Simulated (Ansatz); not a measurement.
Rows from a G0W0 calculation on WSeS (2H monolayer (Janus)) (Ansatz 0.2.0; G0W0 on PBEsol, plane waves, PAW; PAW set soft_1; 6×6×1 mesh, 942 empty bands, screening to 135 eV, PAW set soft_1 files), in eV. Spin-orbit coupling is left out.

| row | k | band | start | Σx | Σc at the solution | Vxc |
| --- | --- | --- | --- | --- | --- | --- |
| A | (0.167, 0.167, 0.000) | c1 | -3.633 | -13.088 | -3.672 | -17.149 |
| B | (0.167, 0.167, 0.000) | c2 | -2.774 | -14.462 | -4.332 | -19.262 |
| C | (0.333, 0.333, 0.000) | c1 | -3.629 | -15.606 | -3.855 | -19.934 |
| D | (0.333, 0.333, 0.000) | v1 | -5.458 | -18.641 | 0.272 | -18.049 |
| E | (0.333, 0.333, 0.000) | c2 | -2.368 | -12.412 | -4.291 | -17.189 |
| F | (0.167, 0.167, 0.000) | v1 | -6.166 | -19.317 | 1.069 | -17.844 |

Q: Work out each quasiparticle level and how far it moved.

The quasiparticle equation reads E = start + Σx + Σc(E) − Vxc.

| row | E (eV) | shift (eV) |
| --- | --- | --- |
| A | -3.245 | +0.388 |
| B | -2.306 | +0.469 |
| C | -3.155 | +0.474 |
| D | -5.779 | −0.321 |
| E | -1.883 | +0.485 |
| F | -6.570 | −0.403 |

The gap over the computed points goes from 1.83 eV to 2.53 eV.

Limits: not at the basis limit; coarse mesh for a sheet; no spin-orbit coupling.

[Runs of the session that timed out or met a known fault of the program may be left out.]

[Cells called generated may have been cut or substituted from an entry of the Crystallography Open Database or the Materials Project.]

[Hosts, paths, dates, database ids (printed as entryN), source tags and the programs' standing remarks are cut or masked in the printed files.]
